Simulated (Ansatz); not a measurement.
## Structural relaxation of random alloy of the bcc W-Ti line, x = 0.125 (64 atoms)

How does random alloy of the bcc W-Ti line, x = 0.125 (64 atoms) relax, and what do bonds and levels look like afterwards?

Calculated with Ansatz 0.2.0; Kohn-Sham DFT, PBE, PAW (set soft_2), plane waves.

## Step 1: The system as given

The cell holds 64 atoms: 56 W and 8 Ti. Its edges and angles: a = 12.773 Å, b = 12.773 Å, c = 6.386 Å, α = 90.0°, β = 90.0°, γ = 90.0°. It derives from W and Ti (bcc W-Ti), repeated 4×4×2. Bcc W-Ti: 64 atoms, 8 of 64 W sites given to Ti at random, cell and internal coordinates interpolated linearly between the end members (Vegard's rule); not relaxed, displaced by a Gaussian of 0.02 Å. Lattice constants are starting values near those of PBE.

Before any run, some limits are plain. The host structure and its lattice constant were typed by rule, without a check against the phase diagram. Spin–orbit coupling is left out, which matters for the levels of the heavy elements.

## Step 2: Single point at the start

The forces at the start show how far the geometry lies from a minimum of this functional.

input.yaml

```yaml
crystal:
  lattice:
    - [12.7725, 0.0, 0.0]
    - [0.0, 12.7725, 0.0]
    - [0.0, 0.0, 6.38625]
  atoms:
    - { symbol: W, position: [0.00254, 0.99904, 0.99835] }
    - { symbol: W, position: [0.12332, 0.12636, 0.24279] }
    - { symbol: W, position: [0.00273, 0.99881, 0.501] }
    - { symbol: Ti, position: [0.12461, 0.12729, 0.74355] }
    - { symbol: W, position: [0.9995, 0.2494, 0.00355] }
    - { symbol: Ti, position: [0.12328, 0.37473, 0.24725] }
    - { symbol: W, position: [7.0e-05, 0.25091, 0.49655] }
    - { symbol: W, position: [0.12679, 0.37641, 0.75157] }
    - { symbol: W, position: [0.00141, 0.49893, 0.99962] }
    - { symbol: W, position: [0.12353, 0.62458, 0.25166] }
    - { symbol: W, position: [0.99892, 0.49938, 0.49785] }
    - { symbol: W, position: [0.12368, 0.62395, 0.74996] }
    - { symbol: Ti, position: [0.99825, 0.75037, 0.0052] }
    - { symbol: W, position: [0.12616, 0.8747, 0.24722] }
    - { symbol: W, position: [0.99883, 0.75265, 0.50016] }
    - { symbol: W, position: [0.124, 0.8753, 0.75658] }
    - { symbol: W, position: [0.25019, 0.00097, 0.00094] }
    - { symbol: W, position: [0.37445, 0.12321, 0.24891] }
    - { symbol: W, position: [0.24967, 0.00092, 0.50263] }
    - { symbol: W, position: [0.37646, 0.12545, 0.75277] }
    - { symbol: W, position: [0.24882, 0.25196, 0.00161] }
    - { symbol: W, position: [0.37453, 0.37576, 0.24976] }
    - { symbol: Ti, position: [0.25177, 0.25238, 0.50684] }
    - { symbol: W, position: [0.37281, 0.37274, 0.74842] }
    - { symbol: Ti, position: [0.25025, 0.50137, 0.00099] }
    - { symbol: W, position: [0.37183, 0.62452, 0.25259] }
    - { symbol: W, position: [0.25036, 0.50119, 0.4993] }
    - { symbol: W, position: [0.37469, 0.62529, 0.75128] }
    - { symbol: W, position: [0.25031, 0.75019, 0.9979] }
    - { symbol: Ti, position: [0.37559, 0.87519, 0.25354] }
    - { symbol: Ti, position: [0.25188, 0.75029, 0.49882] }
    - { symbol: W, position: [0.374, 0.87566, 0.75024] }
    - { symbol: W, position: [0.49946, 7.0e-05, 0.99806] }
    - { symbol: Ti, position: [0.62609, 0.1243, 0.25383] }
    - { symbol: W, position: [0.50063, 0.00093, 0.49657] }
    - { symbol: W, position: [0.62527, 0.12616, 0.74701] }
    - { symbol: W, position: [0.49958, 0.25005, 0.9957] }
    - { symbol: W, position: [0.62549, 0.37632, 0.24731] }
    - { symbol: W, position: [0.50055, 0.24795, 0.49988] }
    - { symbol: W, position: [0.62247, 0.37676, 0.75128] }
    - { symbol: W, position: [0.49996, 0.49879, 0.00399] }
    - { symbol: W, position: [0.62808, 0.62209, 0.25387] }
    - { symbol: W, position: [0.50255, 0.50053, 0.49624] }
    - { symbol: W, position: [0.62635, 0.62472, 0.74811] }
    - { symbol: W, position: [0.49807, 0.75086, 0.00248] }
    - { symbol: W, position: [0.62402, 0.87582, 0.24642] }
    - { symbol: W, position: [0.50126, 0.75007, 0.49942] }
    - { symbol: W, position: [0.62484, 0.87636, 0.75235] }
    - { symbol: W, position: [0.75083, 0.00022, 0.00024] }
    - { symbol: W, position: [0.87597, 0.12536, 0.25214] }
    - { symbol: W, position: [0.74951, 0.99619, 0.50325] }
    - { symbol: W, position: [0.87842, 0.12569, 0.74969] }
    - { symbol: W, position: [0.74979, 0.24981, 5.0e-05] }
    - { symbol: W, position: [0.87324, 0.37419, 0.24688] }
    - { symbol: W, position: [0.75039, 0.24954, 0.50155] }
    - { symbol: W, position: [0.87473, 0.37654, 0.75067] }
    - { symbol: W, position: [0.75343, 0.49703, 0.99797] }
    - { symbol: W, position: [0.87641, 0.62896, 0.24922] }
    - { symbol: W, position: [0.75007, 0.49965, 0.50417] }
    - { symbol: W, position: [0.87455, 0.62606, 0.749] }
    - { symbol: W, position: [0.74801, 0.75049, 0.00158] }
    - { symbol: W, position: [0.87703, 0.87483, 0.24807] }
    - { symbol: W, position: [0.75088, 0.75038, 0.50088] }
    - { symbol: W, position: [0.87489, 0.87682, 0.75116] }
kpoints:
  mp_grid: { grid: [2, 2, 3] }
hamiltonian:
  xc: pbe
scf:
  occupations: { method: fermi_dirac, width: 0.1 }
output:
  forces: true
```

The run is started by

```
> ansatz run input.yaml --threads 6 --pin off --max-ram 102400MiB --backend cuda --events-out ev --progress --plain --runs-dir out
```

Output:

```text
Engine: ansatz 0.2.0, x86_64-unknown-linux-gnu
Pseudopotentials: kind: paw
Pseudopotential: W, paw, valence charge 14, recommended cutoff 420 eV (normal), W.paw.azcp
Pseudopotential: Ti, paw, valence charge 12, recommended cutoff 420 eV (normal), Ti.paw.azcp
[... 5 lines on functional and potentials left out ...]
concurrent solve slots: 4 of 6 are kept, ahead of what memory takes: no pass of the eigensolver takes more rounds on 4
device memory: the entry about to start is reckoned to put 18.7 GiB on a device that reports 71.3 GiB free
GPU FFT provider: cuFFT
GPU libraries: cuBLAS 13.8.2, cuFFT 12.4.0, cuSOLVER 12.3.4
Crystal: 64 atoms, lattice volume = 1041.832 Å³
Basis set: ecut = 420 eV, 20309 PW (Γ), exchange–correlation on 180×180×90 points (8 copies of the dense FFT grid, shifted against one another)
Bands: 528, of which v1, the nominal top of the filled ones, is band 440 counted from 1 (439 counted from 0)
Symmetry: 1 space group operations
Space group: P1 (ITA 1), of the structure as read, at distance tolerance 1.0e-4 Å
k-points: 8 of 12 (time reversal used)
[... 5 lines on functional and potentials left out ...]
Initial density: superposition of atomic densities (neutral atoms: chi_scale 0, normalization atom), corrected by the library's trained network
Initial wavefunctions: pseudopotential atomic-orbital guess
GPU buffer pool allocated for 364500 grid points (all kernels)
GPU transforms: local potential and band sums: pruned to the plane-wave sphere, on 90×90×45
Functional: x = pbe(κ = 0.804, μ = 0.219515), c = pbe(β = 0.066725)
SCF iter   1: F=—  HF=-601551.552808 eV  |F-HF|=—  |Δ(HF+E_count)|=         —  Δρ=4.88e-3  dr2=3.81e0  ethr=1.77e-3  ⟨swp⟩=4.1  Hψ=15382  notcnv=0
preconditioner: auto → Kerker (q_TF=auto, 2.653 Å⁻¹)  [metal: Δε(μ)=0.020 eV  Ē_g=4.726 eV  σ=0.100 eV  W_gap=0.05  n_scr=348 (ndim 8)  ℏωp=22.1 eV  f_vac=0.000  D(μ)=27.04/eV (n_scr^D=168)]
SCF iter   2: F=—  HF=-601551.456431 eV  |F-HF|=—  |Δ(HF+E_count)|=   9.64e-2  Δρ=2.83e-3  dr2=1.56e0  ethr=4.33e-4  ⟨swp⟩=1.0  Hψ=4864  notcnv=0
SCF iter   3: F=—  HF=-601551.400899 eV  |F-HF|=—  |Δ(HF+E_count)|=   5.55e-2  Δρ=4.71e-4  dr2=2.09e-2  ethr=1.78e-4  ⟨swp⟩=1.0  Hψ=4215  notcnv=0
SCF iter   4: F=—  HF=-601551.396267 eV  |F-HF|=—  |Δ(HF+E_count)|=   4.63e-3  Δρ=1.29e-4  dr2=6.18e-4  ethr=2.37e-6  ⟨swp⟩=1.9  Hψ=4510  notcnv=0
SCF iter   5: F=—  HF=-601551.394801 eV  |F-HF|=—  |Δ(HF+E_count)|=   1.47e-3  Δρ=3.75e-5  dr2=2.24e-5  ethr=7.02e-8  ⟨swp⟩=2.0  Hψ=5765  notcnv=0
SCF iter   6: F=—  HF=-601551.400754 eV  |F-HF|=—  |Δ(HF+E_count)|=   5.95e-3  Δρ=6.86e-6  dr2=9.98e-7  ethr=2.55e-9  ⟨swp⟩=2.0  Hψ=6845  notcnv=0
SCF iter   7: F=-601551.400754 eV  HF=-601551.400754 eV  |F-HF|=5.89e-8  |Δ(HF+E_count)|=   4.76e-8  Δρ=1.22e-6  dr2=6.57e-8  ethr=1.14e-11  ⟨swp⟩=4.1  Hψ=12834  notcnv=0
SCF 1 converged in 7 iterations: F = -601551.400754 eV  dr2 = 6.57e-8
  greatest PAW one-centre occupation: 1.000 electrons in one spin orbital (limit 2), on the W atom at site 28 (counted from 0), in its partial waves of l = 0
SCF converged after 7 iterations
Free energy (F): -601551.400754 eV
Harris-Foulkes:  -601551.400754 eV  (|F-HF|=5.89e-8)
Internal energy: -601550.460995 eV  (E = F + TS)
E sigma→0 (E₀):  -601550.930874 eV
Entropy (-TS):   -0.939759 eV (-14.684 meV/atom)
Fermi energy:    20.616835 eV
--- Per-component energies (eV) ---
  E_band       = -6330.861638
  E_kinetic    = 27323.289040
  E_local      = -41055.688364  (includes V_loc(G=0)·N_el)
  E_nonlocal   = 85.018704
  E_hartree    = 15000.217453
  E_xc         = -15712.263661
  E_vxc        = -14327.364895  (∫ρ·V_xc dr)
  E_paw        = -487872.906753  (= ΣΔE_a)
  E_vpaw       = -8356.543715  (= ΣTr[D̂ρ^β])
  E_aug_tail   = -0.002680  (compensation charges beyond the density's cutoff)
  E_ewald      = -99318.124735
  E_smearing   = -0.939759  (= −TS)
  E_closure    = -0.000000  (closes the sum)
  Σ components = -601551.400754   (vs F -601551.400754, Δ=0.00e0)
--- Forces (eV/Å), atoms counted from 1 ---
  atom   1  W     -0.42314814    -0.06986342     0.20909414
  atom   2  W      0.47096612    -0.08617781     0.62051910
  atom   3  W     -0.51887884     0.12830136    -0.22768661
  atom   4  Ti     0.15830988    -0.31686368     0.44306179
  atom   5  W     -0.12764912     0.15685212    -0.62608627
  atom   6  Ti     0.08724223     0.06183991     0.32460174
  atom   7  W     -0.05551933     0.00908969     0.42010212
  atom   8  W     -0.65858039    -0.40949161    -0.16089619
  atom   9  W     -0.06858346     0.83179086    -0.10690736
  atom  10  W      0.06871535    -0.13801771    -0.02556304
  atom  11  W      0.07866834     0.44244790     0.12785517
  atom  12  W      0.04892983     0.31337574    -0.03701859
  atom  13  Ti     0.26485729    -0.06610148    -0.52031342
  atom  14  W      0.16618969     0.33212855     0.41979212
[...]
atom  63  W     -0.16014251    -0.04005433    -0.00772145
  atom  64  W     -0.26149793    -0.10070180    -0.04725384
  max |Σ_I F_I| component: 2.17e-5 eV/Å
```

It took 6.4 s on 1 × NVIDIA H100 80GB HBM3 with 6 threads of AMD EPYC 7R13 (Zen 3), shared host; peak memory 1.4 GiB.

Reading the cycles: dr2 is the Hartree energy of the density residual (eV), the measure of convergence; HF is the Harris–Foulkes estimate of the energy, which meets the free energy F at convergence.

That memory is the host's; the program planned up to 18.7 GiB on the GPU.

The run gave:

```yaml
free_energy: -601551.4008 eV
free_energy_per_atom: -9399.2406 eV/atom
scf_cycles: 7
r_m_s_force_component: 0.365 eV/Å
longest_force: 1.2 eV/Å
fermi_energy: 20.62 eV
```

The r.m.s. force component of 0.37 eV/Å sets the starting point.

Length of the force by element and coordination:

| element | coordination | atoms | mean length of the force (eV/Å) | spread | least | most |
| --- | --- | --- | --- | --- | --- | --- |
| Ti | all | 8 | 0.473 | 0.183 | 0.144 | 0.723 |
| W | all | 56 | 0.585 | 0.279 | 0.0871 | 1.20 |

## Step 3: Cell and atoms relaxed

Cell and atoms are freed together, to release stress as well as forces.

input.yaml: that of step 2 with these lines changed.

```diff
@@ -15 +15,5 @@
   forces: true
+relax:
+  f_tol: 0.04
+  max_steps: 150
+  cell: {}
```

Output:

```text
[...]
GPU FFT provider: cuFFT
GPU libraries: cuBLAS 13.8.2, cuFFT 12.4.0, cuSOLVER 12.3.4
Crystal: 64 atoms, lattice volume = 1041.832 Å³
Basis set: ecut = 420 eV, 20309 PW (Γ), exchange–correlation on 180×180×90 points (8 copies of the dense FFT grid, shifted against one another)
Bands: 528, of which v1, the nominal top of the filled ones, is band 440 counted from 1 (439 counted from 0)
Symmetry: 1 space group operations
[...]
k-points: 8 of 12 (time reversal used)
[...]
GPU buffer pool allocated for 364500 grid points (all kernels)
[...]
SCF iter   1: F=—  HF=-601551.552807 eV  |F-HF|=—  |Δ(HF+E_count)|=         —  Δρ=4.88e-3  dr2=3.81e0  ethr=1.77e-3  ⟨swp⟩=4.1  Hψ=15382  notcnv=0
[...]
SCF iter   7: F=-601551.400754 eV  HF=-601551.400754 eV  |F-HF|=5.88e-8  |Δ(HF+E_count)|=   4.81e-8  Δρ=1.22e-6  dr2=6.57e-8  ethr=1.14e-11  ⟨swp⟩=4.1  Hψ=12834  notcnv=0
SCF 1 converged in 7 iterations: F = -601551.400754 eV  dr2 = 6.57e-8
[...]
relax step   1: F+E_penalty+E_count = -601551.40075400 eV  Δ(F+E_penalty+E_count) = +0.000e0 eV  max|allowed force component| = 1.081e0 eV/Å  Δτ_max = 0.0000 Å  P = -3.407 GPa  Ω = 1041.832 Å³  (7 SCF iters, dr2 threshold 1.00e-7 eV, accepted)
[...]
relax step   2: F+E_penalty+E_count = -601547.19076940 eV  Δ(F+E_penalty+E_count) = +4.210e0 eV  max|allowed force component| = 2.832e0 eV/Å  Δτ_max = 0.1979 Å  P = +15.633 GPa  Ω = 982.667 Å³  energy of the carried Pulay correction = +2.458e-2 eV  (6 SCF iters, dr2 threshold 6.40e-6 eV, rejected (line search))
[...]
relax step   3: F+E_penalty+E_count = -601552.20345453 eV  Δ(F+E_penalty+E_count) = -8.027e-1 eV  max|allowed force component| = 6.369e-2 eV/Å  Δτ_max = 0.0655 Å  P = +0.484 GPa  Ω = 1026.757 Å³  energy of the carried Pulay correction = +6.129e-3 eV  (10 SCF iters, accepted)
[...]
relax step   4: F+E_penalty+E_count = -601552.20847249 eV  Δ(F+E_penalty+E_count) = -5.018e-3 eV  max|allowed force component| = 9.892e-3 eV/Å  Δτ_max = 0.0050 Å  P = +0.003 GPa  Ω = 1028.526 Å³  energy of the carried Pulay correction = +5.405e-3 eV  (6 SCF iters, dr2 threshold 8.16e-7 eV, accepted)
[...]
relax step   5: F+E_penalty+E_count = -601552.20273717 eV  Δ(F+E_penalty+E_count) = +5.735e-3 eV  max|allowed force component| = 9.885e-3 eV/Å  Δτ_max = 0.0000 Å  P = +0.004 GPa  Ω = 1028.526 Å³  stress off target by 1.29e-2 GPa  SCF on the basis re-selected at this cell (its energy is not comparable with the rows above)  (8 SCF iters)
basis re-selected at this cell: Δ(F+E_penalty+E_count) = +5.735e-3 eV, ΔP = +0.001 GPa vs the last step (what re-selecting the basis moved, of the pressure what is left beyond the Pulay correction that the steps carried, after the strain that the cell walked since its last selection, [...]
SCF converged after 8 iterations
Free energy (F): -601552.202737 eV
[...]
Internal energy: -601551.286854 eV  (E = F + TS)
E sigma→0 (E₀):  -601551.744795 eV
Entropy (-TS):   -0.915884 eV (-14.311 meV/atom)
Fermi energy:    20.927718 eV
[...]
--- Forces (eV/Å), atoms counted from 1 ---
  atom   1  W      0.00269512    -0.00083598     0.00150097
  atom   2  W     -0.00139314     0.00329679     0.00135351
  atom   3  W      0.00022156     0.00097864     0.00096298
  atom   4  Ti     0.00012104     0.00628259    -0.00102521
  atom   5  W      0.00123392    -0.00315163    -0.00170574
  atom   6  Ti     0.00988542     0.00011725     0.00121018
  atom   7  W      0.00141543     0.00259983     0.00182130
  atom   8  W     -0.00735941    -0.00290744    -0.00351359
  atom   9  W      0.00397708     0.00229473     0.00503187
  atom  10  W     -0.00579041    -0.00298976    -0.00392559
  atom  11  W      0.00144507    -0.00067085     0.00193331
  atom  12  W      0.00212807     0.00220257    -0.00027551
  atom  13  Ti     0.00091481    -0.00133548    -0.00078584
  atom  14  W      0.00200406    -0.00105054    -0.00222864
[...]
atom  63  W     -0.00088899     0.00325251    -0.00180344
  atom  64  W     -0.00162480    -0.00235916    -0.00089939
  max |Σ_I F_I| component: 2.56e-7 eV/Å
--- Stress (GPa, compression-positive) ---
        0.007107       0.001371       0.003719
        0.001371      -0.006013      -0.002936
        0.003719      -0.002936       0.010308
  P = ⅓ Tr σ = 0.0038 GPa (0.038 kbar)
--- Band table (eV; the first three rows and the last of 8) ---
[...]
--- Relaxed structure (4 steps of the walk, 3 accepted, 1 SCFs on fresh bases) ---
  F+E_penalty+E_count = -601552.20273717 eV   max|allowed force component| = 9.885e-3 eV/Å   (the final SCF, on the basis selected at the relaxed cell)
  cell:  # Å, volume = 1028.5265 Å³
    - [12.714655, 0.00081312, -0.00197377]
    - [0.00081312, 12.716575, -0.00359496]
    - [-0.000986883, -0.00179748, 6.361226]
  atoms:
    - { symbol: W, position: [0.000288645, 0.998492, 1.000924] }
    - { symbol: W, position: [0.124819, 0.125879, 0.249322] }
    - { symbol: W, position: [-0.00020426, 0.999476, 0.500225] }
    - { symbol: Ti, position: [0.125052, 0.124335, 0.750911] }
[...]
- { symbol: W, position: [0.874203, 0.875784, 0.749842] }
```

It took 26 s on 1 × NVIDIA H100 80GB HBM3 with 6 threads; peak memory 1.4 GiB.

That memory is the host's; the program planned up to 18.7 GiB on the GPU.

The program notes that the band table was not solved further than the SCF left it.

The steps of the relaxation:

| step | energy less that of the first step (eV) | largest force component (eV/Å) | pressure (GPa) | volume (Å³) |
| --- | --- | --- | --- | --- |
| 1 | 0.0000 | 1.0808 | -3.41 | 1041.83 |
| 2 | 4.2100 | 2.8325 | 15.63 | 982.67 |
| 3 | -0.8027 | 0.0637 | 0.48 | 1026.76 |
| 4 | -0.8077 | 0.0099 | 0.00 | 1028.53 |
| 5* | -0.8020 | 0.0099 | 0.00 | 1028.53 |

Relaxation steps marked * repeat the geometry before them on a plane-wave basis chosen anew for their cell, so energy and pressure can jump there. Relaxation step 2 was tried and not accepted.

| cell as run | before | after | change |
| --- | --- | --- | --- |
| a (Å) | 12.773 | 12.715 | -0.5 % |
| b (Å) | 12.773 | 12.717 | -0.4 % |
| c (Å) | 6.386 | 6.361 | -0.4 % |
| α (°) | 90.00 | 90.03 | +0.0 % |
| β (°) | 90.00 | 90.02 | +0.0 % |
| volume (Å³/atom) | 16.28 | 16.07 | -1.3 % |

The atoms that moved most (Å, as changes of fractional coordinates times the final cell):

| atom | dx | dy | dz | length |
| --- | --- | --- | --- | --- |
| W57 | -0.049 | 0.041 | 0.013 | 0.065 |
| W26 | 0.052 | 0.023 | -0.021 | 0.061 |
| Ti4 | 0.006 | -0.038 | 0.047 | 0.060 |
| W42 | -0.035 | 0.041 | -0.025 | 0.060 |
| W58 | -0.027 | -0.051 | 0.008 | 0.059 |
| W24 | 0.043 | 0.026 | 0.009 | 0.051 |
| W51 | 0.020 | 0.042 | -0.018 | 0.050 |
| Ti23 | -0.009 | -0.027 | -0.041 | 0.050 |

The relaxation changed the energy by -12.5 meV/atom, and atoms moved by 0.034 Å r.m.s., 0.065 Å at most.

## Step 4: Structure statistics after relaxation

Density 17.2 g/cm³, 16.07 Å³ an atom.

Pair distribution functions g(r), in bins of 0.2 Å:

| r (Å) | total | W-W | W-Ti | Ti-Ti |
| --- | --- | --- | --- | --- |
| 2.70 | 6.75 | 6.75 | 6.65 | 6.65 |
| 2.90 | 0.00 | 0.00 | 0.00 | 0.00 |
| 3.10 | 3.75 | 3.65 | 4.35 | 0.00 |
| 3.30 | 0.06 | 0.08 | 0.00 | 0.00 |
| 3.50 | 0.00 | 0.00 | 0.00 | 0.00 |
| 3.70 | 0.00 | 0.00 | 0.00 | 0.00 |
| 3.90 | 0.00 | 0.00 | 0.00 | 0.00 |
| 4.10 | 0.00 | 0.00 | 0.00 | 0.00 |
| 4.30 | 0.00 | 0.00 | 0.00 | 0.00 |
| 4.50 | 3.80 | 3.86 | 3.43 | 6.33 |
| 4.70 | 0.00 | 0.00 | 0.00 | 0.00 |
| 4.90 | 0.00 | 0.00 | 0.00 | 0.00 |
| 5.10 | 0.00 | 0.00 | 0.00 | 0.00 |
| 5.30 | 5.53 | 5.54 | 5.45 | 5.95 |
| 5.50 | 1.69 | 1.66 | 1.81 | 0.85 |
| 5.70 | 0.00 | 0.00 | 0.00 | 0.00 |
| 5.90 | 0.00 | 0.00 | 0.00 | 0.00 |
| 6.10 | 0.00 | 0.00 | 0.00 | 0.00 |
| 6.30 | 0.94 | 0.98 | 0.63 | 3.15 |
| 6.50 | 0.00 | 0.01 | 0.00 | 0.00 |
| 6.70 | 0.00 | 0.00 | 0.00 | 0.00 |
| 6.90 | 3.20 | 3.20 | 3.20 | 3.19 |
| 7.10 | 3.04 | 3.01 | 3.18 | 2.02 |
| 7.30 | 0.00 | 0.00 | 0.00 | 0.00 |
| 7.50 | 0.00 | 0.00 | 0.00 | 0.00 |
| 7.70 | 2.15 | 2.12 | 2.28 | 1.69 |
| 7.90 | 0.38 | 0.39 | 0.37 | 0.00 |

[end of part 1 of 2]

[Long decimals in the printed logs are rounded to 6 places.]

[Logs are printed without paths, hosts, clocks, repeated set-up lines and the standing remarks that a program may print on its own settings, such as how far it seeks lower states.]

[Hosts, paths, dates, database ids (printed as entryN), source tags and the programs' standing remarks are cut or masked in the printed files.]

[A walk said to have stopped at its limit may instead have ended on an SCF cycle that didn't converge.]
